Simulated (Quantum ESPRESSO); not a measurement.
**KNiF3: parallel and opposed starts**

Does KNiF3 prefer parallel or opposed moments?

Main program and level: Quantum ESPRESSO 7.5; LDA with U = 6 eV on Ni d (ortho-atomic projectors); plane waves with GBRV 1.5 LDA potentials, no spin-orbit coupling.

The database entry behind the starting cell differs from later determinations by our own check (about 0.35 % short), so it need not match the best structure at ambient conditions.

**1. The starting structure**

The structure is cubic, space group Pm-3m (No. 221). Conventional cell: a = 4.000 Å, b = 4.000 Å, c = 4.000 Å, α = 90.00°, β = 90.00°, γ = 90.00°. K has 12 F at 2.83 Å nearest. Ni has 6 F at 2.00 Å nearest. F has 2 Ni at 2.00 Å and 4 K at 2.83 Å nearest. Farther neighbours and most contacts between anions are not listed.

The cell comes from the Crystallography Open Database.

**2. Run 1, typed as ferro +**

The signs are those of the starting moments on the seeded atoms, the atoms that are given a moment.

File pw.in:

```
&CONTROL
  calculation = 'scf'
  prefix = 'pwscf'
  outdir = './tmp'
  pseudo_dir = './pseudo'
  disk_io = 'nowf'
/
&SYSTEM
  ibrav = 0
  nat = 5
  ntyp = 3
  ecutwfc = 40
  ecutrho = 280
  nbnd = 34
  occupations = 'smearing'
  smearing = 'fd'
  degauss = 0.00367493
  nspin = 2
  starting_magnetization(1) = 0
  starting_magnetization(2) = 0.1111
  starting_magnetization(3) = 0
/
&ELECTRONS
  conv_thr = 1d-08
  electron_maxstep = 150
  mixing_beta = 0.3
/
ATOMIC_SPECIES
K      39.0983 k_lda_v1.4.uspp.F.UPF
Ni     58.6934 ni_lda_v1.4.uspp.F.UPF
F      18.9984 f_lda_v1.4.uspp.F.UPF
CELL_PARAMETERS angstrom
   4.0000000000    0.0000000000    0.0000000000
   0.0000000000    4.0000000000    0.0000000000
   0.0000000000    0.0000000000    4.0000000000
ATOMIC_POSITIONS crystal
K       0.0000000000    0.0000000000    0.0000000000
Ni      0.5000000000    0.5000000000    0.5000000000
F       0.5000000000    0.5000000000    0.0000000000
F       0.0000000000    0.5000000000    0.5000000000
F       0.5000000000    0.0000000000    0.5000000000
K_POINTS automatic
6 6 6 0 0 0
HUBBARD {ortho-atomic}
U Ni-3d 6.0000
```

Launch:

```bash
$ OMP_NUM_THREADS=1 mpirun -n 4 pw.x -nk 4 -in pw.in > pw.out
```

Output:

```text
Program PWSCF v.7.5 starts

     Message from routine setup:
     using ibrav=0 with symmetry is DISCOURAGED, use correct ibrav instead

     K-points division:     npool     =       4
     Subspace diagonalization in iterative solution of the eigenvalue problem:

     G-vector sticks info
     --------------------
     sticks:   dense  smooth     PW     G-vecs:    dense   smooth      PW
     Sum        1281     725    221                34265    14771    2517

     Using Slab Decomposition

     bravais-lattice index     =            0
     lattice parameter (alat)  =       7.5589  a.u.
     unit-cell volume          =     431.8934 (a.u.)^3
     number of atoms/cell      =            5
     number of atomic types    =            3
     number of electrons       =        48.00
     number of Kohn-Sham states=           34
     kinetic-energy cutoff     =      40.0000  Ry
     charge density cutoff     =     280.0000  Ry
     scf convergence threshold =      1.0E-08
     mixing beta               =       0.3000
     number of iterations used =            8  plain     mixing
     Exchange-correlation=  SLA  PZ   NOGX NOGC
                           (   1   1   0   0   0   0   0)
     Hubbard projectors: ortho-atomic
     Hubbard parameters of DFT+U (Dudarev formulation) in eV:
     U(Ni-3d) =  6.0000

     Internal variables: lda_plus_u =T, lda_plus_u_kind = 0

     Internal variables: orbital_resolved =F, hub_pot_fix =F, apply_U = F

     celldm(1)=   7.558904  celldm(2)=   0.000000  celldm(3)=   0.000000
     celldm(4)=   0.000000  celldm(5)=   0.000000  celldm(6)=   0.000000

     crystal axes: (cart. coord. in units of alat)
               a(1) = (   1.000000   0.000000   0.000000 )
               a(2) = (   0.000000   1.000000   0.000000 )
               a(3) = (   0.000000   0.000000   1.000000 )

     reciprocal axes: (cart. coord. in units 2 pi/alat)
               b(1) = (  1.000000  0.000000  0.000000 )
               b(2) = (  0.000000  1.000000  0.000000 )
               b(3) = (  0.000000  0.000000  1.000000 )

     PseudoPot. # 1 for K  read from file:
     k_lda_v1.4.uspp.F.UPF
     Pseudo is Ultrasoft + core correction, Zval =  9.0
     Generated by new atomic code, or converted to UPF format
     Using radial grid of  841 points,  6 beta functions with:
                l(1) =   0
                l(2) =   0
                l(3) =   1
                l(4) =   1
                l(5) =   2
                l(6) =   2
     Q(r) pseudized with  6 coefficients,  rinner =    1.500   1.500   1.500
                                                       1.500   1.500

     PseudoPot. # 2 for Ni read from file:
     ni_lda_v1.4.uspp.F.UPF
     Pseudo is Ultrasoft + core correction, Zval = 18.0
     Generated by new atomic code, or converted to UPF format
     Using radial grid of  865 points,  6 beta functions with:
                l(1) =   0
                l(2) =   0
                l(3) =   1
                l(4) =   1
                l(5) =   2
                l(6) =   2
     Q(r) pseudized with 10 coefficients,  rinner =    0.980   0.980   0.980
                                                       0.980   0.980

     PseudoPot. # 3 for F  read from file:
     f_lda_v1.4.uspp.F.UPF
     Pseudo is Ultrasoft, Zval =  7.0
     Generated by new atomic code, or converted to UPF format
     Using radial grid of  799 points,  4 beta functions with:
                l(1) =   0
                l(2) =   0
                l(3) =   1
                l(4) =   1
     Q(r) pseudized with  8 coefficients,  rinner =    0.950   0.950   0.950

     atomic species   valence    mass     pseudopotential
     K                 9.00    39.09830     K ( 1.00)
     Ni               18.00    58.69340     Ni( 1.00)
     F                 7.00    18.99840     F ( 1.00)

     Starting magnetic structure
     atomic species   magnetization
     K               0.000
     Ni              0.111
     F               0.000

     48 Sym. Ops., with inversion, found

   Cartesian axes

     site n.     atom                  positions (alat units)
         1        K      tau(   1) = (   0.0000000   0.0000000   0.0000000  )
         2        Ni     tau(   2) = (   0.5000000   0.5000000   0.5000000  )
         3        F      tau(   3) = (   0.5000000   0.5000000   0.0000000  )
         4        F      tau(   4) = (   0.0000000   0.5000000   0.5000000  )
         5        F      tau(   5) = (   0.5000000   0.0000000   0.5000000  )

     number of k points=    20  Fermi-Dirac smearing, width (Ry)=  0.0037
                       cart. coord. in units 2pi/alat
        k(    1) = (   0.0000000   0.0000000   0.0000000), wk =   0.0046296
        k(    2) = (   0.0000000   0.0000000   0.1666667), wk =   0.0277778
        k(    3) = (   0.0000000   0.0000000   0.3333333), wk =   0.0277778
        k(    4) = (   0.0000000   0.0000000  -0.5000000), wk =   0.0138889
        k(    5) = (   0.0000000   0.1666667   0.1666667), wk =   0.0555556
        [... 15 further k-points ...]

     Dense  grid:    34265 G-vectors     FFT dimensions: (  45,  45,  45)

     Smooth grid:    14771 G-vectors     FFT dimensions: (  32,  32,  32)

     Check: negative core charge=   -0.000006
     Generating pointlists ...
     new r_m :   0.2917 (alat units)  2.2048 (a.u.) for type    1
     new r_m :   0.2063 (alat units)  1.5590 (a.u.) for type    2
     new r_m :   0.2063 (alat units)  1.5590 (a.u.) for type    3

     Initial potential from superposition of free atoms

     starting charge      45.4972, renormalised to      48.0000

     STARTING HUBBARD OCCUPATIONS:

     =================== HUBBARD OCCUPATIONS ===================
     ------------------------ ATOM    2 ------------------------
     Tr[ns(  2)] (up, down, total) =   5.00000  3.00000  8.00000
     Atomic magnetic moment for atom   2 =   2.00000
     [... lines left out ...]
     Number of occupied Hubbard levels =    8.0000

     Atomic wfc used for Hubbard projectors are orthogonalized

     Starting wfcs are   33 randomized atomic wfcs +    1 random wfcs

     Self-consistent Calculation

     iteration #  1     ecut=    40.00 Ry     beta= 0.30
     Davidson diagonalization with overlap
     ethr =  1.00E-02,  avg # of iterations =  6.6

     =================== HUBBARD OCCUPATIONS ===================
     ------------------------ ATOM    2 ------------------------
     Tr[ns(  2)] (up, down, total) =   4.50774  1.06268  5.57042
     Atomic magnetic moment for atom   2 =   3.44506
     [... lines left out ...]
     Number of occupied Hubbard levels =    5.5704

     total energy              =    -542.06844789 Ry
     estimated scf accuracy    <      11.98709864 Ry

     total magnetization       =     3.45 Bohr mag/cell
     absolute magnetization    =     3.74 Bohr mag/cell

     iteration #  2     ecut=    40.00 Ry     beta= 0.30
     Davidson diagonalization with overlap
     ethr =  1.00E-02,  avg # of iterations =  3.1

     total energy              =    -544.91113340 Ry
     estimated scf accuracy    <       7.48848110 Ry

     total magnetization       =     0.71 Bohr mag/cell
     absolute magnetization    =     0.73 Bohr mag/cell

     iteration #  3     ecut=    40.00 Ry     beta= 0.30
     Davidson diagonalization with overlap
     ethr =  1.00E-02,  avg # of iterations =  2.0

     total energy              =    -545.92837216 Ry
     estimated scf accuracy    <       0.37170954 Ry

     total magnetization       =     2.00 Bohr mag/cell
     absolute magnetization    =     2.03 Bohr mag/cell

     [... further iterations left out ...]

     iteration #  9     ecut=    40.00 Ry     beta= 0.30
     Davidson diagonalization with overlap
     ethr =  4.38E-08,  avg # of iterations =  2.3

     total energy              =    -546.06815395 Ry
     estimated scf accuracy    <       0.00000142 Ry

     total magnetization       =     2.00 Bohr mag/cell
     absolute magnetization    =     2.03 Bohr mag/cell

     iteration # 10     ecut=    40.00 Ry     beta= 0.30
     Davidson diagonalization with overlap
     ethr =  2.96E-09,  avg # of iterations =  3.0

     total energy              =    -546.06815459 Ry
     estimated scf accuracy    <       0.00000027 Ry

     total magnetization       =     2.00 Bohr mag/cell
     absolute magnetization    =     2.03 Bohr mag/cell

     iteration # 11     ecut=    40.00 Ry     beta= 0.30
     Davidson diagonalization with overlap
     ethr =  5.63E-10,  avg # of iterations =  3.1

     total energy              =    -546.06815487 Ry
     estimated scf accuracy    <       0.00000010 Ry

     total magnetization       =     2.00 Bohr mag/cell
     absolute magnetization    =     2.03 Bohr mag/cell

     iteration # 12     ecut=    40.00 Ry     beta= 0.30
     Davidson diagonalization with overlap
     ethr =  2.16E-10,  avg # of iterations =  2.0

     Magnetic moment per site  (integrated on atomic sphere of radius R)
     atom   1 (R=0.292)  charge=  7.6064  magn= -0.0008
     atom   2 (R=0.206)  charge= 15.3750  magn=  1.7593
     atom   3 (R=0.206)  charge=  6.4961  magn=  0.0565
     atom   4 (R=0.206)  charge=  6.4961  magn=  0.0565
     atom   5 (R=0.206)  charge=  6.4961  magn=  0.0565

     End of self-consistent calculation

     =================== HUBBARD OCCUPATIONS ===================
     ------------------------ ATOM    2 ------------------------
     Tr[ns(  2)] (up, down, total) =   4.98699  3.18104  8.16803
     Atomic magnetic moment for atom   2 =   1.80595
     [... lines left out ...]
     Number of occupied Hubbard levels =    8.1680

     [... lines left out ...]
     the Fermi energy is     6.5095 ev

!    total energy              =    -546.06815509 Ry
     estimated scf accuracy    <          9.4E-09 Ry
     smearing contrib. (-TS)   =      -0.00000000 Ry
     internal energy E=F+TS    =    -546.06815509 Ry

     The total energy is F=E-TS. E is the sum of the following terms:
     one-electron contribution =    -387.76872291 Ry
     hartree contribution      =     216.08973909 Ry
     xc contribution           =     -71.48186220 Ry
     ewald contribution        =    -302.95325932 Ry
     Hubbard energy            =       0.04595025 Ry

     total magnetization       =     2.00 Bohr mag/cell
     absolute magnetization    =     2.03 Bohr mag/cell

     convergence has been achieved in  12 iterations

=------------------------------------------------------------------------------=
   JOB DONE.
=------------------------------------------------------------------------------=
```

The job ended after 6.5 s (4 MPI ranks of AMD EPYC 9R45 (Zen 5), shared host; peak memory 0.46 GiB; 25 s of CPU time).

Spin moment in the atom's sphere by atom:

```
atom  spin moment in the atom's sphere (μB)
  K1                                   0.00
 Ni2                                   1.76
  F3                                   0.06
  F4                                   0.06
  F5                                   0.06
```

This step gave:

| Item | Value |
| --- | --- |
| smearing term TS | 4.21e-16 eV |
| magnetization | 2 μB |
| absolute magnetization | 2.027 μB |
| final state | ferromagnetic |

(Continued in part 2 of 3.)

[Logs and program files are shortened in this print: banners, set-up blocks, solver, clock and traceback lines can be left out without a mark of their own.]

[Logs are printed without paths, hosts, clocks, repeated set-up lines and the standing remarks that a program may print on its own settings, such as how far it seeks lower states.]

[Hosts, paths, dates, database ids (printed as entryN), source tags and the programs' standing remarks are cut or masked in the printed files.]

[Where a cell is said to come from a database of computed structures, the database is the Materials Project.]
